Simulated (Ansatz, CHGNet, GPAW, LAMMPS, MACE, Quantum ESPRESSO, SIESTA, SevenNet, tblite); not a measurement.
# Codes compared on 47In2O3-53ZnO (mol %) with crystalline order left by the classical run (65 atoms)

How near do other programs and methods come to a plane-wave reference for 47In2O3-53ZnO (mol %) with crystalline order left by the classical run (65 atoms)? A plane-wave run serves as the reference.

Method: Kohn-Sham DFT, PBE, SSSP efficiency 1.3.0 pseudopotentials, plane waves, in Quantum ESPRESSO 7.5.

## Step 1: Set-up

The cell holds 65 atoms: 18 In, 10 Zn and 37 O. Cell: a = 9.427 Å, b = 9.427 Å, c = 9.427 Å, α = 90.0°, β = 90.0°, γ = 90.0°. 65 atoms (18 Sc, 10 Zn, 37 O) placed at random at 4.13 g/cm³, melted at 5000 K for 10 ps at fixed volume with the Morse and Coulomb pair potential with partial charges (Pedone, Malavasi, Menziani, Cormack and Segre, J. Phys. Chem. B 110, 11780 (2006)). Quenched from 5000 K to 300 K at 30 K/ps and fixed volume, held 10 ps at zero pressure, then minimised at fixed cell. Then Sc was replaced by In and the cell scaled by 1.027 (the potential has no terms for the new elements, so the cell is a start for a DFT relaxation).

## Step 2: Reference: Quantum ESPRESSO, plane waves

pw.in

```
&control
  calculation = 'scf'
  pseudo_dir = './pseudo'
  outdir = './tmp'
  disk_io = 'none'
  tprnfor = .true.
  tstress = .true.
/
&system
  ibrav = 0
  nat = 65
  ntyp = 3
  ecutwfc = 60
  ecutrho = 480
  nosym = .true.
  occupations = 'smearing'
  smearing = 'fd'
  degauss = 0.003675
/
&electrons
  conv_thr = 3.3e-07
  electron_maxstep = 100
  mixing_beta = 0.4
  mixing_mode = 'plain'
  diagonalization = 'david'
/
ATOMIC_SPECIES
In 114.818 In.upf
Zn 65.380 Zn.upf
O 15.999 O.upf
CELL_PARAMETERS angstrom
9.42721 0.00000 0.00000
0.00000 9.42721 0.00000
0.00000 0.00000 9.42721
ATOMIC_POSITIONS crystal
In 0.73242 0.97824 0.60724
In 0.14787 0.11713 0.24522
In 0.95038 0.44660 0.35090
In 0.76816 0.13407 0.23563
In 0.79130 0.61487 0.67236
In 0.11696 0.61533 0.62193
In 0.27193 0.13629 0.84736
In 0.60576 0.17143 0.86870
In 0.43382 0.12864 0.48528
In 0.43623 0.63643 0.08625
In 0.93030 0.79364 0.35459
In 0.44065 0.81580 0.71148
[... 49 atom lines left out ...]
O 0.44137 0.98626 0.86158
O 0.24833 0.79506 0.59903
O 0.93686 0.77584 0.13150
O 0.66065 0.78727 0.70562
K_POINTS gamma
```

Started as:

```bash
> OMP_NUM_THREADS=1 mpirun -np 4 pw.x -in pw.in > output.txt
```

The program printed:

```text
Program PWSCF
     gamma-point specific algorithms are used
     one sub-group per band group will be used
     scalapack distributed-memory algorithm (size of sub-group:  2*  2 procs)
     Parallelization info
     sticks:   dense  smooth     PW     G-vecs:    dense   smooth      PW
     Min        3026    1511    377               250964    88717   11074
     Max        3028    1514    380               250968    88722   11076
     Sum       12109    6049   1513              1003865   354879   44299
     bravais-lattice index     =            0
     lattice parameter (alat)  =      17.8148  a.u.
     unit-cell volume          =    5653.8743 (a.u.)^3
     number of atoms/cell      =           65
     number of atomic types    =            3
     number of electrons       =       656.00
[... lines left out ...]
     scf convergence threshold =      3.3E-07
[... lines left out ...]
     number of k points=     1  Fermi-Dirac smearing, width (Ry)=  0.0037
[... lines left out ...]
     total energy              =   -8759.82506148 Ry
[... lines left out ...]
     total energy              =   -8764.51882446 Ry
[... lines left out ...]
     total energy              =   -8765.31235125 Ry
[... lines left out ...]
     total energy              =   -8765.42346616 Ry
[... lines left out ...]
     total energy              =   -8765.42346966 Ry
[... lines left out ...]
   -69.3266 -69.2665 -69.2325 -69.2251 -69.2127 -69.2003 -69.1909 -69.1872
   -69.1753 -69.0977 -69.0939 -69.0790 -69.0777 -69.0510 -69.0470 -69.0423
   -69.0324 -69.0267 -69.0001 -68.9769 -68.9447 -68.9389 -68.9370 -68.9062
[...]
17.2693  17.3821  17.4485  17.4641  17.5433  17.6243  17.6723  17.7238
    17.8367  17.9275  17.9896  18.0792  18.2464  18.3032  18.3838  18.4347
    18.4810  18.5930
     the Fermi energy is     8.9224 ev
!    total energy              =   -8765.42346979 Ry
     estimated scf accuracy    <       0.00000010 Ry
     smearing contrib. (-TS)   =      -0.00277070 Ry
     internal energy E=F+TS    =   -8765.42069909 Ry
     The total energy is F=E-TS. E is the sum of the following terms:
     one-electron contribution =   -5538.33073699 Ry
     hartree contribution      =    3228.70028310 Ry
     xc contribution           =   -1558.60232354 Ry
     ewald contribution        =   -4545.00601957 Ry
     one-center paw contrib.   =    -352.18190209 Ry
     convergence has been achieved in  17 iterations
     Forces acting on atoms (cartesian axes, Ry/au):
     atom    1 type  1   force =     0.01614772   -0.00305514    0.00464967
     atom    2 type  1   force =    -0.00923359    0.00247972   -0.01350668
     atom    3 type  1   force =    -0.00400295    0.00430855   -0.02577293
[...]
atom   64 type  3   force =     0.00027236    0.01472489   -0.01063933
     atom   65 type  3   force =     0.00490124    0.01244254    0.01462336
     Total force =     0.168388     Total SCF correction =     0.001473
     Computing stress (Cartesian axis) and pressure
          total   stress  (Ry/bohr**3)                   (kbar)     P=       26.10
   0.00037425  -0.00000468   0.00001940           55.05       -0.69        2.85
  -0.00000468   0.00022933  -0.00000123           -0.69       33.74       -0.18
   0.00001940  -0.00000123  -0.00007127            2.85       -0.18      -10.48
     Message from routine punch:
     Nothing written, as per user request (disk_io='none')
```

The job ended after 3.4 min (4 MPI ranks of Arm Neoverse V1, shared host; peak memory 2.6 GiB; 14 min of CPU time).

Banners, paths, timers and routine set-up lines are dropped from the logs unmarked, and long logs keep their key lines alone; longer cuts are marked.

Numbers from this run:

- r.m.s. force component: 0.31 eV/Å
- longest force: 0.9104 eV/Å
- pressure: 2.61 GPa

## Step 3: What was run beside it

The programs:
- CHGNet: machine-learned potential, published weights.
- GPAW 26.7.0: PAW with atomic orbitals (LCAO), plane waves or a real-space grid of spacing h.
- MACE: machine-learned potential, published weights.
- SIESTA 5.4.2: numerical atomic orbitals, whose automatically made sets are far from complete, with PseudoDojo norm-conserving potentials that we converted to its format (checked against plane waves on the same files for H, C, O, Si, Ge and Ca alone); labels give functional, basis size, energy shift and mesh cutoff.
- SevenNet: machine-learned potential, published weights.

All use the same cell and atoms; the electronic-structure runs use the same k-mesh, and an electronic temperature of 580 K (0.05 eV) where levels are smeared.

Differences are against the plane-wave reference, forces as r.m.s. over components; share is that over the reference's r.m.s. force, slope the least-squares factor from reference forces to these. Total energies of different programs have different zeros and aren't compared.

| run | Δ force, r.m.s. (meV/Å) | share (%) | slope | Δ pressure (GPa) | cores | CPU time | memory (GiB) |
| --- | --- | --- | --- | --- | --- | --- | --- |
| reference | - | - | - | - | 4 | 14 min | 2.6 |
| CHGNet r2SCAN potential | 111 | 35.8 | 0.734 | -4.86 | 1 | 4.3 s | 0.93 |
| GPAW PBE, LCAO dzp, h 0.18 Å | 67.7 | 21.8 | 1.069 | - | 1 | 6.3 min | 1.6 |
| GPAW PBE, LCAO dzp, h 0.25 Å (coarse) | 932 | 301 | 0.997 | - | 1 | 2.6 min | 0.69 |
| GPAW PBE, grid h 0.24 Å (coarse) | 232 | 74.9 | 0.980 | - | 2 | 14 min | 1.3 |
| GPAW RPBE, LCAO dzp, h 0.18 Å | 194 | 62.6 | 0.794 | - | 1 | 5.5 min | 1.6 |
| MACE MP-0b2 small potential | 68.4 | 22.1 | 0.931 | 0.896 | 1 | 8.3 s | 0.67 |
| SIESTA PBE, DZ, shift 0.01 Ry, mesh 500 Ry (coarse) | 196 | 63.1 | 1.246 | -2.54 | 2 | 3.2 min | 1.3 |
| SIESTA PBE, DZP, shift 0.01 Ry, mesh 500 Ry | 90.9 | 29.3 | 1.130 | -0.386 | 2 | 8.2 min | 1.9 |
| SIESTA PBE, SZP, shift 0.01 Ry, mesh 500 Ry (coarse) | 125 | 40.2 | 1.244 | 0.651 | 2 | 6.6 min | 1.7 |
| SevenNet 0 potential | 57.4 | 18.5 | 0.965 | 0.674 | 1 | 9.4 s | 0.83 |

Rows marked coarse were listed beforehand as settings not expected to be converged; some can still land near the reference.

Times of the machine-learned potentials are mostly Python's start and the loading of weights.

CPU time is summed over cores on a shared host, where runs went side by side, so it is rough. Symmetry, cutoffs, thresholds, outputs and thread counts weren't matched or tuned between programs; memory under MPI is the largest rank's times the ranks.

Runs without a result: tblite GFN1-xTB (ended with an error: overlap matrix not positive definite).

Within one program, basis, potentials and functional, energies share a zero. Each run against its twin at the usual cutoff or grid and solver:

| run | twin | Δ energy (meV/atom) | Δ force, r.m.s. (meV/Å) | CPU time over the twin's |
| --- | --- | --- | --- | --- |
| GPAW PBE, LCAO dzp, h 0.25 Å | LCAO dzp, h 0.18 Å | 459 | 930 | 0.41 |

## Step 4: Results

```yaml
reference_r_m_s_force_component: 0.310 eV/Å
nearest_in_forces: SevenNet 0 potential, 19 %
farthest_in_forces: GPAW PBE, LCAO dzp, h 0.25 Å (coarse), 301 %
cheapest_electronic_structure_run_beside_the_reference: GPAW PBE, LCAO dzp, h 0.25 Å, 2.6 min of CPU time
```

What this shows: The PBE runs in local orbitals, coarse settings apart, differ by 22 % (GPAW PBE, LCAO dzp, h 0.18 Å) to 29 % (SIESTA PBE, DZP, shift 0.01 Ry, mesh 500 Ry); basis, grid and potentials can all enter. Machine-learned potentials differ by 19 % (SevenNet 0 potential) to 36 % (CHGNet r2SCAN potential); they were trained on other programs' data, some at another functional. Rows with another functional or a dispersion term differ by 63 % (GPAW RPBE, LCAO dzp, h 0.18 Å), which mixes the change of model with differences of basis and potentials. Runs with settings chosen to be coarse differ by 40 % (SIESTA PBE, SZP, shift 0.01 Ry, mesh 500 Ry) to 301 % (GPAW PBE, LCAO dzp, h 0.25 Å), their programs' other errors included. Of the electronic-structure runs that take under half the reference's CPU time, GPAW PBE, LCAO dzp, h 0.18 Å comes nearest, at 22 % in 6.3 min against 14 min. SIESTA PBE, SZP, shift 0.01 Ry, mesh 500 Ry stiffens the forces by a factor of 1.24 while following their directions (correlation 0.969); the slopes of the 3 SIESTA runs lie between 1.13 and 1.25. In pressure, SIESTA PBE, DZ, shift 0.01 Ry, mesh 500 Ry misses by -2.5 GPa, at the same functional. The potentials hold different valence shells: 656 electrons in the reference, 576 in GPAW; this bears on time and differences. The reference's pressure holds the uncorrected Pulay stress of its 60 Ry basis, so small pressure differences, and their order, may be the reference's own error. Machine-learned potentials mimic data converged in k, so the reference's own k-point error enters their differences. The quench rate of 30 K/ps is many orders above laboratory rates, so the cell is likely richer in defects and strain than a real sample. The network of bonds at the start is that of the classical potential that made the cell, and needn't be the one that DFT or experiment would give. The reference's stress is far from hydrostatic: its diagonal is 5.5, 3.4, -1.0 GPa, compression counted positive. The reference's pressure of 2.6 GPa belongs to a cell and atoms that aren't relaxed at this level. The electronic-structure runs sample only Γ, in a cell whose shortest periodic width is 9 Å.

[Also dropped from logs without a mark: logging warnings of Python, and SIESTA's first energy breakdown and zero terms.]

[Logs are printed without paths, hosts, clocks, repeated set-up lines and the standing remarks that a program may print on its own settings, such as how far it seeks lower states.]

[Hosts, paths, dates, database ids (printed as entryN), source tags and the programs' standing remarks are cut or masked in the printed files.]
